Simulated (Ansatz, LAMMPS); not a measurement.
# Amorphous Ge at 4.90 g/cm^3 (72 atoms): relaxation and levels of theory

Which bonds does the relaxation leave, and how do the Kohn-Sham gap, forces and pressure change with functional?

Calculated with Ansatz 0.2.0: Kohn-Sham DFT, PBE, PAW (set soft_2), plane waves; cutoff 420 eV, Γ point, fermi-dirac smearing of 0.025 eV.

In doubt: the hybrid run may have settled on a false gap or state (Ansatz), so the values of those runs are not to be relied on; a hybrid run on one k-point (Ansatz), which bears on gaps.

**The cell**

Density at the start: 4.90 g/cm³. The cell holds 72 atoms: 72 Ge. Cell: a = 12.103 Å, b = 12.103 Å, c = 12.103 Å, α = 90.0°, β = 90.0°, γ = 90.0°. 72 atoms (72 Ge) placed at random at 4.9 g/cm³, melted at 3500 K for 10 ps at fixed volume with the Tersoff potential (Tersoff, Phys. Rev. B 39, 5566 (1989)). Quenched from 3500 K to 300 K at 20 K/ps and fixed volume, annealed at 800 K for 20 ps, held 5 ps, then minimised at fixed cell.

The atoms were relaxed with PBE. The walk converged after 15 steps, with a largest force component of 0.0362 eV/Å; it began at an r.m.s. force component of 0.24 eV/Å. The energy fell by 26.3 meV an atom.

The input of the reference single point:

```yaml
crystal:
  lattice:
    - [12.103, 0.0, 0.0]
    - [0.0, 12.103, 0.0]
    - [0.0, 0.0, 12.103]
  atoms:
    - { symbol: Ge, position: [0.46214, 0.28031, 0.86345] }
    - { symbol: Ge, position: [0.55329, 0.25373, 0.05321] }
    - { symbol: Ge, position: [0.78411, 0.46278, 0.21662] }
    - { symbol: Ge, position: [0.42467, 0.59252, 0.37064] }
    [... 66 atom lines left out ...]
    - { symbol: Ge, position: [0.66063, 0.24045, 0.68505] }
    - { symbol: Ge, position: [0.83941, 0.62195, 0.85362] }
kpoints:
  mp_grid: { grid: [1, 1, 1] }
hamiltonian:
  xc: pbe
scf:
  occupations: { method: fermi_dirac, width: 0.025 }
output:
  forces: true
  stress: true
  populations: true
  dos:
    method: { smearing: { sigma: 0.08 } }
    de: 0.05
    projected: { site_lists: { Ge: [Ge] } }
  eigenvalues: true
  write_density: true
  write_potential: true
  volumetric_format: npy
```

**Bonds after relaxation**

Bonds by pair of elements; cutoffs follow the first minimum of g(r), held within bounds set by covalent radii, and pairs that aren't listed don't count as bonded:

```
pair A-B  cutoff (Å)  bonds  mean length (Å)  spread (Å)  shortest (Å)  B about A  A about B
   Ge-Ge        3.02    149             2.56       0.095           2.4       4.14       4.14
```

How many atoms have how many bonded neighbours:

```
element  mean   4  5  6
     Ge  4.14  63  8  1
```

**Levels of theory**

Single points at the relaxed geometry:

| functional | k-mesh | Kohn-Sham gap (eV) | pressure (GPa) | r.m.s. force component (eV/Å) | SCF cycles | time |
| --- | --- | --- | --- | --- | --- | --- |
| PBE | 1×1×1 | 0.207 | 0.03 | 0.010 | 10 | 16 s |
| r2SCAN | 1×1×1 | 0.271 | -2.42 | 0.086 | 13 | 38 s |
| PBEsol | 1×1×1 | 0.196 | -2.56 | 0.037 | 9 | 14 s |

The gap is that between the highest filled and lowest empty Kohn-Sham level on the run's k-points. Cutoffs: 420 eV for PBE and PBEsol; 500 eV for r2SCAN. Times come from shared hosts and are rough.

**Findings**

By these cutoffs 88 % of Ge atoms have 4 neighbours. The Kohn-Sham gap is 0.21 eV with PBE on the 1×1×1 mesh. On the reference's mesh the gap changes with r2SCAN by +0.06 eV and PBEsol by -0.01 eV. Against the reference the pressure changes with r2SCAN by -2.4 GPa and PBEsol by -2.6 GPa; a negative change means a smaller volume than PBE would take.

Limits: 1 converged run is left out of the tables as doubtful: HSE06 on 1×1×1 (the hybrid may have settled on a false gap or state). All single points share the geometry relaxed with PBE. The density was set when the cell was made, as one point of a scan, and needn't be that of the real material. One sample; tail or defect levels can set the gap of a disordered cell. The quench rate of 20 K/ps is many orders above laboratory rates, so the cell is likely richer in defects and strain than a real sample. The network of bonds at the start is that of the classical potential that made the cell, and needn't be the one that DFT or experiment would give. Spin–orbit coupling is left out; it splits the top valence bands of compounds with Ge, As, Se, Sb or Te and narrows their gaps.

[Logs are printed without paths, hosts, clocks, repeated set-up lines and the standing remarks that a program may print on its own settings, such as how far it seeks lower states.]

[Hosts, paths, dates, database ids (printed as entryN), source tags and the programs' standing remarks are cut or masked in the printed files.]
